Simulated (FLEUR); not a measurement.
# Magnetic state of TaRu from several starts, part 2 of 3

Aim: find out whether TaRu carries moments, and which collinear order costs least.

FLEUR MaX-R8.1; PBEsol; all-electron FLAPW, Dirac cores, scalar-relativistic bands.

So far. Step 2 (Run 1 (ferro +)): After 36 cycles the largest moment stands at 0.178 μB. Step 3 (Start 2: antiferro q=(0,0,1/2) +-): It lies 0.447 meV a seeded atom over the first start.

## 4. Start 3: antiferro q=(0,1/2,1/2) +-

Reversing part of the moments tests the sign of the couplings between them.

The cell is doubled to 4 atoms to hold this order. The mesh is halved along the doubled vector, so that both cells sample the same points. The k list default-1 (kpts.xml, not shown) is a Γ-centred 8×4×8 mesh.

File inp.xml:

```
<?xml version="1.0" encoding="UTF-8" standalone="no"?>
<fleurInput fleurInputVersion="0.39">
   <comment>
      TaRu
   </comment>
   <calculationSetup>
      <cutoffs Kmax="3.6" Gmax="10.8" GmaxXC="10.8" numbands="0"/>
      <scfLoop itmax="90" minDistance="0.00002" maxIterBroyd="15" imix="Anderson" alpha="0.05" precondParam="0.0" spinf="2.0" sdNocoIR="T"/>
      <coreElectrons ctail="T" frcor="F" kcrel="0" coretail_lmax="0"/>
      <xcFunctional name="PBEs" relativisticCorrections="F"/>
      <magnetism jspins="2"/>
      <soc l_soc="F" theta="0.0" phi="0.0" spav="F"/>
      <expertModes spex="0" secvar="F"/>
      <geometryOptimization l_f="F" forcealpha="1.0" forcemix="BFGS" epsdisp="0.00001" epsforce="0.00001"/>
      <ldaU l_linMix="F" mixParam="0.05" spinf="1.0"/>
   </calculationSetup>
   <cell>
      <bzIntegration valenceElectrons="82.0" mode="hist" fermiSmearingEnergy="0.00110248">
         <kPointListSelection listName="default-1"/>
         <xi:include xmlns:xi="http://www.w3.org/2001/XInclude" href="kpts.xml"> </xi:include>
      </bzIntegration>
      <xi:include xmlns:xi="http://www.w3.org/2001/XInclude" href="sym.xml"> </xi:include>
      <bulkLattice scale="1.0">
         <bravaisMatrix>
            <row-1>    6.0225571591001996     0.0000000000000000     0.0000000000000000</row-1>
            <row-2>    0.0000000000000000    12.0451143182003992     0.0000000000000000</row-2>
            <row-3>    0.0000000000000000     6.0225571591001996     6.0225571591001996</row-3>
         </bravaisMatrix>
      </bulkLattice>
   </cell>
   <atomSpecies>
      <species name="Tantalum (Ta)" element="Ta" atomicNumber="73">
         <mtSphere radius="2.54" gridPoints="839" logIncrement="0.016"/>
         <atomicCutoffs lmax="10" lnonsphr="8"/>
         <electronConfig flipSpins="F">
            <coreConfig>(1s1/2) (2s1/2) (2p1/2) (2p3/2) (3s1/2) (3p1/2) (3p3/2) (4s1/2) (3d3/2) (3d5/2) (4p1/2) (4p3/2) (4d3/2) (4d5/2)</coreConfig>
            <valenceConfig>(5s1/2) (5p1/2) (5p3/2) (6s1/2) (4f5/2) (4f7/2) (5d3/2) (5d5/2)</valenceConfig>
            <stateOccupation state="(5d3/2)" spinUp="0.600000" spinDown="0.600000"/>
            <stateOccupation state="(5d5/2)" spinUp="0.900000" spinDown="0.900000"/>
         </electronConfig>
         <energyParameters s="6" p="6" d="5" f="5"/>
         <lo type="SCLO" l="0" n="5" eDeriv="0"/>
         <lo type="SCLO" l="1" n="5" eDeriv="0"/>
         <lo type="SCLO" l="3" n="4" eDeriv="0"/>
      </species>
      <species name="Ruthenium 1.500" element="Ru" atomicNumber="44">
         <mtSphere radius="2.54" gridPoints="839" logIncrement="0.015"/>
         <atomicCutoffs lmax="10" lnonsphr="8"/>
         <electronConfig flipSpins="F">
            <coreConfig>(1s1/2) (2s1/2) (2p1/2) (2p3/2) (3s1/2) (3p1/2) (3p3/2) (4s1/2) (3d3/2) (3d5/2)</coreConfig>
            <valenceConfig>(4p1/2) (4p3/2) (5s1/2) (4d3/2) (4d5/2)</valenceConfig>
            <stateOccupation state="(5s1/2)" spinUp="0.5" spinDown="0.5"/>
            <stateOccupation state="(4d3/2)" spinUp="1.4" spinDown="1.4"/>
            <stateOccupation state="(4d5/2)" spinUp="2.85" spinDown="1.35"/>
         </electronConfig>
         <energyParameters s="5" p="5" d="4" f="4"/>
         <lo type="SCLO" l="1" n="4" eDeriv="0"/>
      </species>
      <species name="Ruthenium -1.500" element="Ru" atomicNumber="44">
         <mtSphere radius="2.54" gridPoints="839" logIncrement="0.015"/>
         <atomicCutoffs lmax="10" lnonsphr="8"/>
         <electronConfig flipSpins="F">
            <coreConfig>(1s1/2) (2s1/2) (2p1/2) (2p3/2) (3s1/2) (3p1/2) (3p3/2) (4s1/2) (3d3/2) (3d5/2)</coreConfig>
            <valenceConfig>(4p1/2) (4p3/2) (5s1/2) (4d3/2) (4d5/2)</valenceConfig>
            <stateOccupation state="(5s1/2)" spinUp="0.5" spinDown="0.5"/>
            <stateOccupation state="(4d3/2)" spinUp="1.4" spinDown="1.4"/>
            <stateOccupation state="(4d5/2)" spinUp="1.35" spinDown="2.85"/>
         </electronConfig>
         <energyParameters s="5" p="5" d="4" f="4"/>
         <lo type="SCLO" l="1" n="4" eDeriv="0"/>
      </species>
   </atomSpecies>
   <atomGroups>
      <atomGroup species="Tantalum (Ta)">
         <relPos label="                   1">1.000/2.000 .0000000000 1.000/2.000</relPos>
         <relPos label="                   2">1.000/2.000 1.000/2.000 1.000/2.000</relPos>
         <force calculate="T" relaxXYZ="TTT"/>
      </atomGroup>
      <atomGroup species="Ruthenium 1.500">
         <relPos label="                   3">.0000000000 .0000000000 .0000000000</relPos>
         <force calculate="T" relaxXYZ="TTT"/>
      </atomGroup>
      <atomGroup species="Ruthenium -1.500">
         <relPos label="                   4">.0000000000 1.000/2.000 .0000000000</relPos>
         <force calculate="T" relaxXYZ="TTT"/>
      </atomGroup>
   </atomGroups>
   <output dos="F" band="F" slice="F">
      <bandDOS minEnergy="-.5*Htr" maxEnergy="0.5*Htr" sigma="0.015" storeEVData="T"/>
      <plotting iplot="0" polar="F">
         <plot TwoD="T" vec1="  1.0  0.0  0.0" vec2="  0.0  1.0  0.0" vec3="  0.0  0.0  1.0" zero="  0.0  0.0  0.0" file="plot"/>
      </plotting>
      <moessbauerParams electricFieldGradient="F" isomerShift="F" coreHyperfine="F" valenceHyperfine="F"/>
   </output>
</fleurInput>
```

File crystal.txt:

```
TaRu
&input film=F cartesian=F /
3.18700000000  0.00000000000  0.00000000000
0.00000000000  6.37400000000  0.00000000000
0.00000000000  3.18700000000  3.18700000000
1.8897261246
1.0 1.0 1.0

4
73 0.50000000000  0.00000000000  0.50000000000
73 0.50000000000  0.50000000000  0.50000000000
44 0.00000000000  0.00000000000  0.00000000000 : 1.500
44 0.00000000000  0.50000000000  0.00000000000 : -1.500

&kpt div1=8 div2=4 div3=8 gamma=T /
```

On the command line:

```console
$ OMP_NUM_THREADS=1 inpgen -f crystal.txt > inpgen.log  # inp.xml is then edited as shown
$ OMP_NUM_THREADS=1 mpirun -n 4 fleur_MPI > fleur.log
```

Output:

```text
[banner, memory and clock lines left out]
Welcome to FLEUR        (www.flapw.de)
      MaX-Release 8.1          (www.max-centre.eu)

 ========== k-point set info ==========
 Selected k-point list: default-1
 k-point list type: mesh
 0 x 0 x 0
 Number of k points: 68

 [... set-up left out ...]
 Iteration:     1   Distance:      20.01376716 me/bohr^3
 Iteration:     2   Distance:      15.32409959 me/bohr^3
 Iteration:     3   Distance:       8.22200782 me/bohr^3
 Iteration:     4   Distance:       7.48184559 me/bohr^3
 Iteration:     5   Distance:       4.64894108 me/bohr^3
[...]
<sumOfEigenvalues value="   -24487.3102613677">
               <coreElectrons value="-24460.7556349836"/>
               <valenceElectrons value="-26.5546263841"/>
            </sumOfEigenvalues>
         [... left out ...]
            <freeEnergy value="-40302.1335173210"/>
            <extrapolationTo0K value="-40302.1331199969"/>
         </totalEnergy>
         <densityConvergence units="me/bohr^3">
            <chargeDensity spin="1" distance="0.0000063759"/>
            <chargeDensity spin="2" distance="0.0000063545"/>
            <overallChargeDensity distance="0.0000119918"/>
            <spinDensity distance="0.0000042732"/>
         </densityConvergence>
      </iteration>
```

It took 2.9 min on 4 MPI ranks of Arm Neoverse V1, shared host; peak memory 0.4 GiB; 12 min of CPU time.

The spin moment in the muffin-tin sphere vanishes on all atoms.

This step gave:

| Property | Result |
| --- | --- |
| free energy | -1096676.9217 eV |
| program's band gap on this mesh (in a metal only a level spacing) | 6.14e-7 eV |
| final state | non-magnetic |

It lies 0.447 meV a seeded atom over the first start.

## 5. Order 4, typed as antiferro q=(1/2,1/2,1/2) +-

An opposed order shows whether neighbours prefer unlike signs.

This order needs a doubled cell of 4 atoms. The mesh is halved along the doubled vector, so that both cells sample the same points. The k list default-1 (kpts.xml, not shown) is a Γ-centred 4×8×8 mesh.

inp.xml: that of step 4 with these lines changed.

```diff
@@ -24,5 +24,5 @@
          <bravaisMatrix>
-            <row-1>    6.0225571591001996     0.0000000000000000     0.0000000000000000</row-1>
-            <row-2>    0.0000000000000000    12.0451143182003992     0.0000000000000000</row-2>
-            <row-3>    0.0000000000000000     6.0225571591001996     6.0225571591001996</row-3>
+            <row-1>   12.0451143182003992     0.0000000000000000     0.0000000000000000</row-1>
+            <row-2>    6.0225571591001996     6.0225571591001996     0.0000000000000000</row-2>
+            <row-3>    6.0225571591001996     0.0000000000000000     6.0225571591001996</row-3>
          </bravaisMatrix>
@@ -74,4 +74,4 @@
       <atomGroup species="Tantalum (Ta)">
-         <relPos label="                   1">1.000/2.000 .0000000000 1.000/2.000</relPos>
-         <relPos label="                   2">1.000/2.000 1.000/2.000 1.000/2.000</relPos>
+         <relPos label="                   1">-1.000/4.000 1.000/2.000 1.000/2.000</relPos>
+         <relPos label="                   2">1.000/4.000 1.000/2.000 1.000/2.000</relPos>
          <force calculate="T" relaxXYZ="TTT"/>
@@ -83,3 +83,3 @@
       <atomGroup species="Ruthenium -1.500">
-         <relPos label="                   4">.0000000000 1.000/2.000 .0000000000</relPos>
+         <relPos label="                   4">1.000/2.000 .0000000000 .0000000000</relPos>
          <force calculate="T" relaxXYZ="TTT"/>
```

File crystal.txt:

```
TaRu
&input film=F cartesian=F /
6.37400000000  0.00000000000  0.00000000000
3.18700000000  3.18700000000  0.00000000000
3.18700000000  0.00000000000  3.18700000000
1.8897261246
1.0 1.0 1.0

4
73 0.75000000000  0.50000000000  0.50000000000
73 0.25000000000  0.50000000000  0.50000000000
44 0.00000000000  0.00000000000  0.00000000000 : 1.500
44 0.50000000000  0.00000000000  0.00000000000 : -1.500

&kpt div1=4 div2=8 div3=8 gamma=T /
```

Output:

```text
[banner, memory and clock lines left out]
Welcome to FLEUR        (www.flapw.de)
      MaX-Release 8.1          (www.max-centre.eu)

 ========== k-point set info ==========
 Selected k-point list: default-1
 k-point list type: mesh
 0 x 0 x 0
 Number of k points: 40

 [... set-up left out ...]
 Iteration:     1   Distance:      20.43876546 me/bohr^3
 Iteration:     2   Distance:      15.27192466 me/bohr^3
 Iteration:     3   Distance:       8.45297565 me/bohr^3
 Iteration:     4   Distance:       7.13932406 me/bohr^3
 Iteration:     5   Distance:       4.75577288 me/bohr^3
[...]
<sumOfEigenvalues value="   -24487.3102664047">
               <coreElectrons value="-24460.7556390398"/>
               <valenceElectrons value="-26.5546273649"/>
            </sumOfEigenvalues>
         [... left out ...]
            <freeEnergy value="-40302.1335173168"/>
            <extrapolationTo0K value="-40302.1331199928"/>
         </totalEnergy>
         <densityConvergence units="me/bohr^3">
            <chargeDensity spin="1" distance="0.0000103802"/>
            <chargeDensity spin="2" distance="0.0000103760"/>
            <overallChargeDensity distance="0.0000120114"/>
            <spinDensity distance="0.0000169276"/>
         </densityConvergence>
      </iteration>
```

Run time: 87 s. Hardware: 4 MPI ranks; peak memory 0.33 GiB; 5.8 min of CPU time.

Numbers from this step:

```
free energy                                                       : -1096676.9217 eV
program's band gap on this mesh (in a metal only a level spacing) : 1.78e-7 eV
final state                                                       : non-magnetic
```

It lies 0.447 meV a seeded atom over the first start.

## 6. Run 5 (no spin polarisation)

Without spin polarisation no moment can form, so the difference from the other runs is what forming moments gains.

The k list default-1 (kpts.xml, not shown) is a Γ-centred 8×8×8 mesh.

File inp.xml:

```
<?xml version="1.0" encoding="UTF-8" standalone="no"?>
<fleurInput fleurInputVersion="0.39">
   <comment>
      TaRu
   </comment>
   <calculationSetup>
      <cutoffs Kmax="3.6" Gmax="10.8" GmaxXC="10.8" numbands="0"/>
      <scfLoop itmax="90" minDistance="0.00002" maxIterBroyd="15" imix="Anderson" alpha="0.05" precondParam="0.0" spinf="2.0" sdNocoIR="T"/>
      <coreElectrons ctail="T" frcor="F" kcrel="0" coretail_lmax="0"/>
      <xcFunctional name="PBEs" relativisticCorrections="F"/>
      <magnetism jspins="1"/>
      <soc l_soc="F" theta="0.0" phi="0.0" spav="F"/>
      <expertModes spex="0" secvar="F"/>
      <geometryOptimization l_f="F" forcealpha="1.0" forcemix="BFGS" epsdisp="0.00001" epsforce="0.00001"/>
      <ldaU l_linMix="F" mixParam="0.05" spinf="1.0"/>
   </calculationSetup>
   <cell>
      <bzIntegration valenceElectrons="41.0" mode="hist" fermiSmearingEnergy="0.00110248">
         <kPointListSelection listName="default-1"/>
         <xi:include xmlns:xi="http://www.w3.org/2001/XInclude" href="kpts.xml"> </xi:include>
      </bzIntegration>
      <xi:include xmlns:xi="http://www.w3.org/2001/XInclude" href="sym.xml"> </xi:include>
      <bulkLattice scale="1.0">
         <bravaisMatrix>
            <row-1>    6.0225571591001996     0.0000000000000000     0.0000000000000000</row-1>
            <row-2>    0.0000000000000000     6.0225571591001996     0.0000000000000000</row-2>
            <row-3>    0.0000000000000000     0.0000000000000000     6.0225571591001996</row-3>
         </bravaisMatrix>
      </bulkLattice>
   </cell>
   <atomSpecies>
      <species name="Tantalum (Ta)" element="Ta" atomicNumber="73">
         <mtSphere radius="2.54" gridPoints="839" logIncrement="0.016"/>
         <atomicCutoffs lmax="10" lnonsphr="8"/>
         <electronConfig flipSpins="F">
            <coreConfig>(1s1/2) (2s1/2) (2p1/2) (2p3/2) (3s1/2) (3p1/2) (3p3/2) (4s1/2) (3d3/2) (3d5/2) (4p1/2) (4p3/2) (4d3/2) (4d5/2)</coreConfig>
            <valenceConfig>(5s1/2) (5p1/2) (5p3/2) (6s1/2) (4f5/2) (4f7/2) (5d3/2) (5d5/2)</valenceConfig>
            <stateOccupation state="(5d3/2)" spinUp="0.600000" spinDown="0.600000"/>
            <stateOccupation state="(5d5/2)" spinUp="0.900000" spinDown="0.900000"/>
         </electronConfig>
         <energyParameters s="6" p="6" d="5" f="5"/>
         <lo type="SCLO" l="0" n="5" eDeriv="0"/>
         <lo type="SCLO" l="1" n="5" eDeriv="0"/>
         <lo type="SCLO" l="3" n="4" eDeriv="0"/>
      </species>
      <species name="Ruthenium (Ru)" element="Ru" atomicNumber="44">
         <mtSphere radius="2.54" gridPoints="839" logIncrement="0.015"/>
         <atomicCutoffs lmax="10" lnonsphr="8"/>
         <electronConfig flipSpins="F">
            <coreConfig>(1s1/2) (2s1/2) (2p1/2) (2p3/2) (3s1/2) (3p1/2) (3p3/2) (4s1/2) (3d3/2) (3d5/2)</coreConfig>
            <valenceConfig>(4p1/2) (4p3/2) (5s1/2) (4d3/2) (4d5/2)</valenceConfig>
            <stateOccupation state="(5s1/2)" spinUp="0.500000" spinDown="0.500000"/>
            <stateOccupation state="(4d3/2)" spinUp="1.400000" spinDown="1.400000"/>
            <stateOccupation state="(4d5/2)" spinUp="2.100000" spinDown="2.100000"/>
         </electronConfig>
         <energyParameters s="5" p="5" d="4" f="4"/>
         <lo type="SCLO" l="1" n="4" eDeriv="0"/>
      </species>
   </atomSpecies>
   <atomGroups>
      <atomGroup species="Tantalum (Ta)">
         <relPos label="                   1">1.000/2.000 1.000/2.000 1.000/2.000</relPos>
         <force calculate="T" relaxXYZ="TTT"/>
      </atomGroup>
      <atomGroup species="Ruthenium (Ru)">
         <relPos label="                   2">.0000000000 .0000000000 .0000000000</relPos>
         <force calculate="T" relaxXYZ="TTT"/>
      </atomGroup>
   </atomGroups>
   <output dos="F" band="F" slice="F">
      <bandDOS minEnergy="-.5*Htr" maxEnergy="0.5*Htr" sigma="0.015" storeEVData="T"/>
      <plotting iplot="0" polar="F">
         <plot TwoD="T" vec1="  1.0  0.0  0.0" vec2="  0.0  1.0  0.0" vec3="  0.0  0.0  1.0" zero="  0.0  0.0  0.0" file="plot"/>
      </plotting>
      <moessbauerParams electricFieldGradient="F" isomerShift="F" coreHyperfine="F" valenceHyperfine="F"/>
   </output>
</fleurInput>
```

File crystal.txt:

```
TaRu
&input film=F cartesian=F /
3.18700000000  0.00000000000  0.00000000000
0.00000000000  3.18700000000  0.00000000000
0.00000000000  0.00000000000  3.18700000000
1.8897261246
1.0 1.0 1.0

2
73 0.50000000000  0.50000000000  0.50000000000
44 0.00000000000  0.00000000000  0.00000000000

&kpt div1=8 div2=8 div3=8 gamma=T /
```

Output:

```text
[banner, memory and clock lines left out]
Welcome to FLEUR        (www.flapw.de)
      MaX-Release 8.1          (www.max-centre.eu)

 ========== k-point set info ==========
 Selected k-point list: default-1
 k-point list type: mesh
 0 x 0 x 0
 Number of k points: 36

 [... set-up left out ...]
 Iteration:     1   Distance:      20.82615492 me/bohr^3
 Iteration:     2   Distance:      15.72325838 me/bohr^3
 Iteration:     3   Distance:       8.90865722 me/bohr^3
 Iteration:     4   Distance:       6.38414610 me/bohr^3
 Iteration:     5   Distance:       4.64630524 me/bohr^3
[...]
<FermiEnergy value="0.5161719406" units="Htr"/>
         [... left out ...]
         <totalEnergy value="   -20151.0663613649" units="Htr">
            <sumOfEigenvalues value="   -12243.6551351610">
               <coreElectrons value="-12230.3778201642"/>
               <valenceElectrons value="-13.2773149967"/>
            </sumOfEigenvalues>
         [... left out ...]
            <freeEnergy value="-20151.0667586892"/>
            <extrapolationTo0K value="-20151.0665600271"/>
         </totalEnergy>
         <densityConvergence units="me/bohr^3">
            <chargeDensity spin="1" distance="0.0000199790"/>
         </densityConvergence>
      </iteration>
```

Wall time 9 s (4 MPI ranks); peak memory 0.2 GiB.

Read from the output:

| Quantity | Value |
| --- | --- |
| free energy | -548338.4608 eV |
| program's band gap on this mesh (in a metal only a level spacing) | 0.03708 eV |
| final state | non-magnetic (no spin polarisation) |

It lies 0.446 meV a seeded atom over the first start.

[end of part 2 of 3]

[Logs and program files are shortened in this print: banners, set-up blocks, solver, clock and traceback lines can be left out without a mark of their own.]

[Logs are printed without paths, hosts, clocks, repeated set-up lines and the standing remarks that a program may print on its own settings, such as how far it seeks lower states.]

[Hosts, paths, dates, database ids (printed as entryN), source tags and the programs' standing remarks are cut or masked in the printed files.]

[Where a cell is said to come from a database of computed structures, the database is the Materials Project.]
